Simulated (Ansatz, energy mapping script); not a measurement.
# Spin model of VOF2 monolayer from collinear orders, part 2 of 3

Wanted: the magnetic order of VOF2 monolayer, its couplings and an estimate of its ordering temperature, by LDA+U (1.92 eV).

LDA with U = 1.92 eV on V d, ortho-atomic projectors; plane waves, U on orthogonalised atomic orbitals unless named otherwise, collinear spin, no spin–orbit coupling.

So far. Step 4 (Parallel start in cell A (8 atoms)): The run ends ferromagnetic.

### Step 5. Run 2 (compensated +−; cell A, 8 atoms)

This order reverses 2 of the 2 neighbours at 3.08 Å, 0 of the 2 neighbours at 3.73 Å and 4 of the 4 neighbours at 4.84 Å, counted for an average magnetic atom.

Contents of input.yaml:

```yaml
crystal:
  lattice:
    - [6.170274, 0.0, 0.0]
    - [0.0, 3.731866, 0.0]
    - [0.0, 0.0, 17.495121]
  atoms:
    - { symbol: V, position: [0.2401105, 0.468864, 0.5], spin: 2.0 }
    - { symbol: V, position: [0.7401105, 0.468864, 0.5], spin: -2.0 }
    - { symbol: O, position: [0.2401105, 0.018247, 0.5] }
    - { symbol: O, position: [0.7401105, 0.018247, 0.5] }
    - { symbol: F, position: [0.4901105, 0.522729, 0.428691] }
    - { symbol: F, position: [0.9901105, 0.522729, 0.428691] }
    - { symbol: F, position: [0.4901105, 0.522729, 0.571309] }
    - { symbol: F, position: [0.9901105, 0.522729, 0.571309] }
magnetization:
  spin_polarized: true
kpoints:
  mp_grid: { grid: [6, 9, 1] }
hamiltonian:
  xc: lda
  hubbard:
    sites:
      - { species: V, l: d, u_eff: 1.92 }
      - { site: 0, l: d, u_eff: 1.92, starting_ns: [{ spin: up, occupation_matrix: v1_major }, { spin: down, occupation_matrix: v1_minor }] }
      - { site: 1, l: d, u_eff: 1.92, starting_ns: [{ spin: up, occupation_matrix: v1_minor }, { spin: down, occupation_matrix: v1_major }] }
    projectors: ortho-atomic
    occupation_matrices:
      v1_major:
        matrix:
          - [0.879, 0.0, 0.0, -0.24, 0.0]
          - [0.0, 0.219, 0.0, 0.0, 0.0]
          - [0.0, 0.0, 0.285, 0.0, 0.0]
          - [-0.24, 0.0, 0.0, 0.455, 0.0]
          - [0.0, 0.0, 0.0, 0.0, 0.309]
      v1_minor:
        matrix:
          - [0.112, 0.0, 0.0, 0.088, 0.0]
          - [0.0, 0.195, 0.0, 0.0, 0.0]
          - [0.0, 0.0, 0.215, 0.0, 0.0]
          - [0.088, 0.0, 0.0, 0.265, 0.0]
          - [0.0, 0.0, 0.0, 0.0, 0.23]
scf:
  occupations: { method: fermi_dirac, width: 0.07 }
output:
  eigenvalues: true
  write_density: true
  write_potential: true
  elf: true
  volumetric_format: npy
```

On the command line:

```bash
> ansatz run input.yaml --threads 4 --pin off --max-ram 8192MiB --backend cpu --events-out ev --progress --plain --runs-dir out
```

Numbers of over 12 decimals in the logs are rounded to 6 here.

The program printed:

```text
[...]
Crystal: 8 atoms, lattice volume = 402.854 Å³
Basis set: ecut = 420 eV, 7863 PW (Γ)
Bands: 43, of which v1, the nominal top of the filled ones, is band 33 counted from 1 (32 counted from 0)
Symmetry: 4 space group operations
[...]
k-points: 20 of 54 (time reversal used)
[...]
Starting moments: Σ|m| = 4 μB on 2 of 8 sites
Starting magnetic order: antiferromagnet; a translation exchanges its spin sublattices: spin-degenerate at every k-point
[...]
the translation (0.5, 0, 0) carries every atom to within crystal.symmetry.tolerance of an atom of its element with the starting moment reversed, but both spin channels are solved: the dense FFT box has an odd point count along it
SCF iter   1: F=—  HF=-10013.787133 eV  |F-HF|=—  |Δ(HF+E_count)|=         —  Δρ=5.18e-2 (↑5.18e-2 ↓5.18e-2)  dr2=3.36e1  dr2_m=2.27e0  M=-0.000 μB ∫|m|=2.300 μB  β_m=0.30  ethr=3.10e-3  ⟨swp⟩=6.3  Hψ=6810  notcnv=0
[...]
SCF iter  20: F=-10007.012932 eV  HF=-10007.012932 eV  |F-HF|=3.27e-10  |Δ(HF+E_count)|=   9.73e-9  Δρ=1.51e-7 (↑1.29e-7 ↓1.51e-7)  dr2=3.71e-10  dr2_m=1.84e-12  M=-0.000 μB ∫|m|=2.601 μB  ethr=2.61e-12  ⟨swp⟩=1.0  Hψ=4922  notcnv=0
SCF 1 converged in 20 iterations: F = -10007.012932 eV  dr2 = 3.71e-10
[...]
SCF converged after 20 iterations
[...]
Magnetization: -0.0000 μB (33.0000 up, 33.0000 down)
Absolute magnetization: 2.6062 μB (∫|ρ↑−ρ↓|, with the PAW one-centre terms)
[...]
Per-site moments (μB) at R_I (Å): [(0.753600, 0.693677), (-0.753600, 0.693677), (-0.111156, 0.693677), (0.111156, 0.693677), (1.5556033108393646e-8, 0.822555), (1.555603320271799e-8, 0.822555), (1.555603311547107e-8, 0.822555), (1.555603316520748e-8, 0.822555)]
Free energy (F): -10007.012932 eV
[...]
Internal energy: -10007.012869 eV  (E = F + TS)
E sigma→0 (E₀):  -10007.012901 eV
Entropy (-TS):   -0.000063 eV (-0.008 meV/atom)
Fermi energy:    -4.254361 eV
[...]
--- Specified on-site occupations, and those of the state reported ---
  electrons in the specified blocks: 6.3280 specified, 6.3241 found
[...]
--- Band table (eV; the first three rows and the last of 40) ---
  k-point 0 ↑: bands = [... 29 lower, -6.9006, -6.7495, -6.3607, -5.0777, -3.6247, -3.5106, -2.8366, -2.8189, ... 6 higher]
  k-point 1 ↑: bands = [... 29 lower, -6.9704, -6.8780, -6.5085, -5.0820, -3.4193, -3.3314, -2.6826, -2.6710, ... 6 higher]
  k-point 2 ↑: bands = [... 29 lower, -6.8964, -6.8023, -6.7014, -5.0846, -2.9459, -2.9200, -2.2812, -2.2783, ... 6 higher]
  k-point 19 ↓: bands = [... 29 lower, -6.9089, -6.8300, -6.7972, -4.9454, -2.2306, -2.1222, -1.7435, -1.7382, ... 6 higher]
Occupation matrices written to <dir>
```

It took 44 s on 4 threads of Arm Neoverse V1, shared host; peak memory 1.2 GiB; 2.8 min of CPU time.

Spin moment in the sphere by atom:

```
atom  spin moment in the sphere (μB)
  V1                           0.754
  V2                          -0.754
  O3                          -0.111
  O4                           0.111
  F5                           0.000
  F6                           0.000
  F7                           0.000
  F8                           0.000
```

The run ends antiferromagnetic, 8.92 meV a magnetic atom above the parallel order of its cell.

Spin density in the cb plane at fractional x = 0.240, with atoms of V and O within 0.2 Å of it.

Values in units of 1e-1 e/Å³, 5 rows by 16 columns, each cell a mean:
```
 0.0  0.0  0.0  0.0  0.0  0.0  0.0 -0.2 -0.3  0.0  0.0  0.0  0.0  0.0  0.0  0.0
 0.0  0.0  0.0  0.0  0.0  0.0  0.0  0.5  0.5  0.1  0.0  0.0  0.0  0.0  0.0  0.0
 0.0  0.0  0.0  0.0  0.0  0.0  0.1  5.2  6.8  0.3  0.0  0.0  0.0  0.0  0.0  0.0
 0.0  0.0  0.0  0.0  0.0  0.0  0.1  0.6  0.7  0.1  0.0  0.0  0.0  0.0  0.0  0.0
 0.0  0.0  0.0  0.0  0.0  0.0  0.0 -0.5 -0.7  0.0  0.0  0.0  0.0  0.0  0.0  0.0
```
Columns run along c (17.5 Å), rows up along b (3.7 Å). Atoms in or near the plane, at fractional coordinates: V at (0.50, 0.47), O at (0.50, 0.02).

ELF in the cb plane at fractional x = 0.240, with atoms of V and O within 0.2 Å of it. It is the smooth field of the valence electrons, not physical close to the nuclei.

Values, 5 rows by 16 columns, each cell a mean:
```
0.00 0.00 0.00 0.00 0.00 0.00 0.04 0.59 0.67 0.09 0.00 0.00 0.00 0.00 0.00 0.00
0.00 0.00 0.00 0.00 0.00 0.00 0.02 0.21 0.28 0.03 0.00 0.00 0.00 0.00 0.00 0.00
0.00 0.00 0.00 0.00 0.00 0.00 0.03 0.54 0.64 0.06 0.00 0.00 0.00 0.00 0.00 0.00
0.00 0.00 0.00 0.00 0.00 0.00 0.03 0.33 0.39 0.06 0.00 0.00 0.00 0.00 0.00 0.00
0.00 0.00 0.00 0.00 0.00 0.00 0.09 0.69 0.69 0.18 0.00 0.00 0.00 0.00 0.00 0.00
```
Columns run along c (17.5 Å), rows up along b (3.7 Å). Atoms in or near the plane, at fractional coordinates: V at (0.50, 0.47), O at (0.50, 0.02).

### Step 6. Parallel start in cell B (8 atoms)

The parallel order again, as the reference for this cell.

This run holds the same structure in another cell (a 6.170 → 3.085 Å, b 3.732 → 7.464 Å).

Contents of input.yaml:

```yaml
crystal:
  lattice:
    - [3.085137, 0.0, 0.0]
    - [0.0, 7.463732, 0.0]
    - [0.0, 0.0, 17.495121]
  atoms:
    - { symbol: V, position: [0.480221, 0.234432, 0.5], spin: 2.0 }
    - { symbol: V, position: [0.480221, 0.734432, 0.5], spin: 2.0 }
    - { symbol: O, position: [0.480221, 0.0091235, 0.5] }
    - { symbol: O, position: [0.480221, 0.5091235, 0.5] }
    - { symbol: F, position: [0.980221, 0.2613645, 0.428691] }
    - { symbol: F, position: [0.980221, 0.7613645, 0.428691] }
    - { symbol: F, position: [0.980221, 0.2613645, 0.571309] }
    - { symbol: F, position: [0.980221, 0.7613645, 0.571309] }
magnetization:
  spin_polarized: true
kpoints:
  mp_grid: { grid: [11, 5, 1] }
hamiltonian:
  xc: lda
  hubbard:
    sites:
      - { species: V, l: d, u_eff: 1.92 }
      - { site: 0, l: d, u_eff: 1.92, starting_ns: [{ spin: up, occupation_matrix: v1_major }, { spin: down, occupation_matrix: v1_minor }] }
      - { site: 1, l: d, u_eff: 1.92, starting_ns: [{ spin: up, occupation_matrix: v1_major }, { spin: down, occupation_matrix: v1_minor }] }
    projectors: ortho-atomic
    occupation_matrices:
      v1_major:
        matrix:
          - [0.879, 0.0, 0.0, -0.24, 0.0]
          - [0.0, 0.219, 0.0, 0.0, 0.0]
          - [0.0, 0.0, 0.285, 0.0, 0.0]
          - [-0.24, 0.0, 0.0, 0.455, 0.0]
          - [0.0, 0.0, 0.0, 0.0, 0.309]
      v1_minor:
        matrix:
          - [0.112, 0.0, 0.0, 0.088, 0.0]
          - [0.0, 0.195, 0.0, 0.0, 0.0]
          - [0.0, 0.0, 0.215, 0.0, 0.0]
          - [0.088, 0.0, 0.0, 0.265, 0.0]
          - [0.0, 0.0, 0.0, 0.0, 0.23]
scf:
  occupations: { method: fermi_dirac, width: 0.07 }
output:
  eigenvalues: true
```

The program printed:

```text
[...]
Crystal: 8 atoms, lattice volume = 402.854 Å³
Basis set: ecut = 420 eV, 7857 PW (Γ)
Bands: 43, of which v1, the nominal top of the filled ones, is band 33 counted from 1 (32 counted from 0)
Symmetry: 8 space group operations
[...]
k-points: 18 of 55 (time reversal used)
[...]
Starting moments: Σ|m| = 4 μB on 2 of 8 sites
[...]
k-point 1 ↑: bands = [... 29 lower, -6.8831, -6.5029, -6.4650, -5.0355, -5.0305, -3.4054, -3.3190, -2.2175, ... 6 higher]
  k-point 2 ↑: bands = [... 29 lower, -6.7627, -6.6898, -6.5608, -5.0374, -5.0373, -3.0038, -2.9672, -2.5827, ... 6 higher]
  k-point 17 ↓: bands = [... 29 lower, -7.1563, -6.9581, -6.7465, -2.4262, -2.3711, -2.0111, -1.9454, -1.7188, ... 6 higher]
Occupation matrices written to <dir>
[key lines of the parts left out:]
SCF converged after 17 iterations
Magnetization: 2.0000 μB (34.0000 up, 32.0000 down)
Free energy (F): -10007.030789 eV
Fermi energy:    -4.267757 eV
```

Elapsed: 26 s, on 4 threads; peak memory 1 GiB; 99 s of CPU time.

The run ends ferromagnetic. For each magnetic atom its energy differs from the parallel run of the first cell by -0.01 meV, an error that one common reference would have brought in.

### Step 7. Order 4: compensated +−, cell B of 8 atoms

This order reverses 0 of the 2 neighbours at 3.08 Å, 2 of the 2 neighbours at 3.73 Å and 4 of the 4 neighbours at 4.84 Å, counted for an average magnetic atom.

input.yaml, as its differences from that of step 6:

```diff
@@ -7,3 +7,3 @@
     - { symbol: V, position: [0.480221, 0.234432, 0.5], spin: 2.0 }
-    - { symbol: V, position: [0.480221, 0.734432, 0.5], spin: 2.0 }
+    - { symbol: V, position: [0.480221, 0.734432, 0.5], spin: -2.0 }
     - { symbol: O, position: [0.480221, 0.0091235, 0.5] }
@@ -24,3 +24,3 @@
       - { site: 0, l: d, u_eff: 1.92, starting_ns: [{ spin: up, occupation_matrix: v1_major }, { spin: down, occupation_matrix: v1_minor }] }
-      - { site: 1, l: d, u_eff: 1.92, starting_ns: [{ spin: up, occupation_matrix: v1_major }, { spin: down, occupation_matrix: v1_minor }] }
+      - { site: 1, l: d, u_eff: 1.92, starting_ns: [{ spin: up, occupation_matrix: v1_minor }, { spin: down, occupation_matrix: v1_major }] }
     projectors: ortho-atomic
```

The program printed:

```text
[...]
Crystal: 8 atoms, lattice volume = 402.854 Å³
Basis set: ecut = 420 eV, 7857 PW (Γ)
Bands: 43, of which v1, the nominal top of the filled ones, is band 33 counted from 1 (32 counted from 0)
Symmetry: 4 space group operations
[...]
k-points: 18 of 55 (time reversal used)
[...]
Starting moments: Σ|m| = 4 μB on 2 of 8 sites
[...]
k-point 1 ↑: bands = [... 29 lower, -6.9450, -6.5233, -6.4717, -5.0356, -3.1388, -3.0567, -2.1214, -1.7842, ... 6 higher]
  k-point 2 ↑: bands = [... 29 lower, -6.7408, -6.7380, -6.5873, -5.0397, -2.8521, -2.8103, -2.0836, -2.0411, ... 6 higher]
  k-point 17 ↓: bands = [... 29 lower, -7.1526, -6.9180, -6.7046, -5.1475, -2.9246, -2.9227, -2.1525, -2.1039, ... 6 higher]
Occupation matrices written to <dir>
[key lines of the parts left out:]
SCF converged after 17 iterations
Magnetization: 0.0000 μB (33.0000 up, 33.0000 down)
Free energy (F): -10007.027863 eV
Fermi energy:    -4.151731 eV
```

Elapsed: 13 s, on 4 threads; peak memory 0.99 GiB.

The run ends antiferromagnetic, 1.45 meV a magnetic atom above the parallel order of its cell.

### Step 8. Run 5 (parallel; cell C, 8 atoms)

A new cell needs its own zero of energy.

This run holds the same structure in another cell (a 3.085 → 4.842 Å, γ 90.0 → 39.6°).

Contents of input.yaml:

```yaml
crystal:
  lattice:
    - [3.085137, 3.731866, 0.0]
    - [0.0, 7.463732, 0.0]
    - [0.0, 0.0, 17.495121]
  atoms:
    - { symbol: V, position: [0.480221, 0.9943215, 0.5], spin: 2.0 }
    - { symbol: V, position: [0.480221, 0.4943215, 0.5], spin: 2.0 }
    - { symbol: O, position: [0.480221, 0.769013, 0.5] }
    - { symbol: O, position: [0.480221, 0.269013, 0.5] }
    - { symbol: F, position: [0.980221, 0.771254, 0.428691] }
    - { symbol: F, position: [0.980221, 0.271254, 0.428691] }
    - { symbol: F, position: [0.980221, 0.771254, 0.571309] }
    - { symbol: F, position: [0.980221, 0.271254, 0.571309] }
magnetization:
  spin_polarized: true
kpoints:
  mp_grid: { grid: [11, 11, 1] }
hamiltonian:
  xc: lda
  hubbard:
    sites:
      - { species: V, l: d, u_eff: 1.92 }
      - { site: 0, l: d, u_eff: 1.92, starting_ns: [{ spin: up, occupation_matrix: v1_major }, { spin: down, occupation_matrix: v1_minor }] }
      - { site: 1, l: d, u_eff: 1.92, starting_ns: [{ spin: up, occupation_matrix: v1_major }, { spin: down, occupation_matrix: v1_minor }] }
    projectors: ortho-atomic
    occupation_matrices:
      v1_major:
        matrix:
          - [0.879, 0.0, 0.0, -0.24, 0.0]
          - [0.0, 0.219, 0.0, 0.0, 0.0]
          - [0.0, 0.0, 0.285, 0.0, 0.0]
          - [-0.24, 0.0, 0.0, 0.455, 0.0]
          - [0.0, 0.0, 0.0, 0.0, 0.309]
      v1_minor:
        matrix:
          - [0.112, 0.0, 0.0, 0.088, 0.0]
          - [0.0, 0.195, 0.0, 0.0, 0.0]
          - [0.0, 0.0, 0.215, 0.0, 0.0]
          - [0.088, 0.0, 0.0, 0.265, 0.0]
          - [0.0, 0.0, 0.0, 0.0, 0.23]
scf:
  occupations: { method: fermi_dirac, width: 0.07 }
output:
  eigenvalues: true
```

The program printed:

```text
[...]
Crystal: 8 atoms, lattice volume = 402.854 Å³
Basis set: ecut = 420 eV, 7853 PW (Γ)
Bands: 43, of which v1, the nominal top of the filled ones, is band 33 counted from 1 (32 counted from 0)
Symmetry: 8 space group operations
[...]
k-points: 36 of 121 (time reversal used)
[...]
Starting moments: Σ|m| = 4 μB on 2 of 8 sites
[...]
k-point 1 ↑: bands = [... 29 lower, -6.9654, -6.5498, -6.3774, -5.1364, -5.0243, -3.5507, -3.4180, -2.2556, ... 6 higher]
  k-point 2 ↑: bands = [... 29 lower, -6.8857, -6.5901, -6.5024, -5.0978, -5.0178, -3.4357, -3.3704, -2.3294, ... 6 higher]
  k-point 35 ↓: bands = [... 29 lower, -7.2510, -6.8016, -6.5304, -2.9833, -2.6997, -2.0283, -1.7683, -1.4425, ... 6 higher]
Occupation matrices written to <dir>
[key lines of the parts left out:]
SCF converged after 17 iterations
Magnetization: 2.0000 μB (34.0000 up, 32.0000 down)
Free energy (F): -10007.030857 eV
Fermi energy:    -4.265827 eV
```

Wall time 50 s (4 threads); peak memory 1.5 GiB; 3.2 min of CPU time.

The run ends ferromagnetic. For each magnetic atom its energy differs from the parallel run of the first cell by -0.04 meV, an error that one common reference would have brought in.

### Step 9. Run 6 (compensated +−; cell C, 8 atoms)

This order reverses 2 of the 2 neighbours at 3.08 Å, 2 of the 2 neighbours at 3.73 Å and 0 of the 4 neighbours at 4.84 Å, counted for an average magnetic atom.

input.yaml, as its differences from that of step 8:

```diff
@@ -7,3 +7,3 @@
     - { symbol: V, position: [0.480221, 0.9943215, 0.5], spin: 2.0 }
-    - { symbol: V, position: [0.480221, 0.4943215, 0.5], spin: 2.0 }
+    - { symbol: V, position: [0.480221, 0.4943215, 0.5], spin: -2.0 }
     - { symbol: O, position: [0.480221, 0.769013, 0.5] }
@@ -24,3 +24,3 @@
       - { site: 0, l: d, u_eff: 1.92, starting_ns: [{ spin: up, occupation_matrix: v1_major }, { spin: down, occupation_matrix: v1_minor }] }
-      - { site: 1, l: d, u_eff: 1.92, starting_ns: [{ spin: up, occupation_matrix: v1_major }, { spin: down, occupation_matrix: v1_minor }] }
+      - { site: 1, l: d, u_eff: 1.92, starting_ns: [{ spin: up, occupation_matrix: v1_minor }, { spin: down, occupation_matrix: v1_major }] }
     projectors: ortho-atomic
```

The program printed:

```text
[...]
Crystal: 8 atoms, lattice volume = 402.854 Å³
Basis set: ecut = 420 eV, 7853 PW (Γ)
Bands: 43, of which v1, the nominal top of the filled ones, is band 33 counted from 1 (32 counted from 0)
Symmetry: 4 space group operations
[...]
k-points: 36 of 121 (time reversal used)
[...]
Starting moments: Σ|m| = 4 μB on 2 of 8 sites
[...]
k-point 1 ↑: bands = [... 29 lower, -6.9737, -6.5854, -6.4075, -5.0656, -3.2942, -3.1358, -2.0970, -1.8499, ... 6 higher]
  k-point 2 ↑: bands = [... 29 lower, -6.9516, -6.6264, -6.5257, -5.0462, -3.2089, -3.0996, -1.9956, -1.9078, ... 6 higher]
  k-point 35 ↓: bands = [... 29 lower, -7.2820, -6.7863, -6.5156, -5.0866, -3.4219, -3.1329, -1.9874, -1.7183, ... 6 higher]
Occupation matrices written to <dir>
[key lines of the parts left out:]
SCF converged after 16 iterations
Magnetization: 0.0000 μB (33.0000 up, 33.0000 down)
Free energy (F): -10007.013920 eV
Fermi energy:    -4.156933 eV
```

Run time: 26 s. Hardware: 4 threads; peak memory 1.4 GiB.

The run ends antiferromagnetic, 8.45 meV a magnetic atom above the parallel order of its cell.

### Step 10. Parallel start in cell D (12 atoms)

A new cell needs its own zero of energy.

Contents of input.yaml:

```yaml
crystal:
  lattice:
    - [3.085137, 3.731866, 0.0]
    - [0.0, 11.195598, 0.0]
    - [0.0, 0.0, 17.495121]
  atoms:
    - { symbol: V, position: [0.480221, 0.996214333, 0.5], spin: 2.0 }
    - { symbol: V, position: [0.480221, 0.329547667, 0.5], spin: 2.0 }
    - { symbol: V, position: [0.480221, 0.662881, 0.5], spin: 2.0 }
    - { symbol: O, position: [0.480221, 0.846008667, 0.5] }
    - { symbol: O, position: [0.480221, 0.179342, 0.5] }
    - { symbol: O, position: [0.480221, 0.512675333, 0.5] }
    - { symbol: F, position: [0.980221, 0.847502667, 0.428691] }
    - { symbol: F, position: [0.980221, 0.180836, 0.428691] }
    - { symbol: F, position: [0.980221, 0.514169333, 0.428691] }
    - { symbol: F, position: [0.980221, 0.847502667, 0.571309] }
    - { symbol: F, position: [0.980221, 0.180836, 0.571309] }
    - { symbol: F, position: [0.980221, 0.514169333, 0.571309] }
magnetization:
  spin_polarized: true
kpoints:
  mp_grid: { grid: [11, 5, 1] }
hamiltonian:
  xc: lda
  hubbard:
    sites:
      - { species: V, l: d, u_eff: 1.92 }
      - { site: 0, l: d, u_eff: 1.92, starting_ns: [{ spin: up, occupation_matrix: v1_major }, { spin: down, occupation_matrix: v1_minor }] }
      - { site: 1, l: d, u_eff: 1.92, starting_ns: [{ spin: up, occupation_matrix: v1_major }, { spin: down, occupation_matrix: v1_minor }] }
      - { site: 2, l: d, u_eff: 1.92, starting_ns: [{ spin: up, occupation_matrix: v1_major }, { spin: down, occupation_matrix: v1_minor }] }
    projectors: ortho-atomic
    occupation_matrices:
      v1_major:
        matrix:
          - [0.879, 0.0, 0.0, -0.24, 0.0]
          - [0.0, 0.219, 0.0, 0.0, 0.0]
          - [0.0, 0.0, 0.285, 0.0, 0.0]
          - [-0.24, 0.0, 0.0, 0.455, 0.0]
          - [0.0, 0.0, 0.0, 0.0, 0.309]
      v1_minor:
        matrix:
          - [0.112, 0.0, 0.0, 0.088, 0.0]
          - [0.0, 0.195, 0.0, 0.0, 0.0]
          - [0.0, 0.0, 0.215, 0.0, 0.0]
          - [0.088, 0.0, 0.0, 0.265, 0.0]
          - [0.0, 0.0, 0.0, 0.0, 0.23]
scf:
  occupations: { method: fermi_dirac, width: 0.07 }
output:
  eigenvalues: true
```

The program printed:

```text
[...]
Crystal: 12 atoms, lattice volume = 604.281 Å³
Basis set: ecut = 420 eV, 11783 PW (Γ)
Bands: 65, of which v1, the nominal top of the filled ones, is band 50 counted from 1 (49 counted from 0)
Symmetry: 6 space group operations
[...]
k-points: 28 of 55 (time reversal used)
[...]
Starting moments: Σ|m| = 6 μB on 3 of 12 sites
[...]
k-point 1 ↑: bands = [... 46 lower, -6.6005, -6.4293, -5.0883, -5.0231, -4.9701, -3.5041, -3.4004, -2.7777, ... 11 higher]
  k-point 2 ↑: bands = [... 46 lower, -6.6338, -6.5432, -5.1431, -4.9992, -4.9681, -3.2910, -3.2885, -3.0750, ... 11 higher]
  k-point 27 ↓: bands = [... 46 lower, -6.7899, -6.6734, -2.9405, -2.6794, -2.1774, -2.0844, -1.9497, -1.7700, ... 11 higher]
Occupation matrices written to <dir>
[key lines of the parts left out:]
SCF converged after 16 iterations
Magnetization: 3.0000 μB (51.0000 up, 48.0000 down)
Free energy (F): -15010.546096 eV
Fermi energy:    -4.265886 eV
```

The job ended after 86 s (4 threads; peak memory 2.4 GiB).

The run ends ferromagnetic. For each magnetic atom its energy differs from the parallel run of the first cell by 0.02 meV, an error that one common reference would have brought in.

(Part 2 of 3 ends here.)

[Logs and program files are shortened in this print: banners, set-up blocks, solver, clock and traceback lines can be left out without a mark of their own.]

[Logs are printed without paths, hosts, clocks, repeated set-up lines and the standing remarks that a program may print on its own settings, such as how far it seeks lower states.]

[Hosts, paths, dates, database ids (printed as entryN), source tags and the programs' standing remarks are cut or masked in the printed files.]

[Where a cell is said to come from a database of computed structures, the database is the Materials Project.]
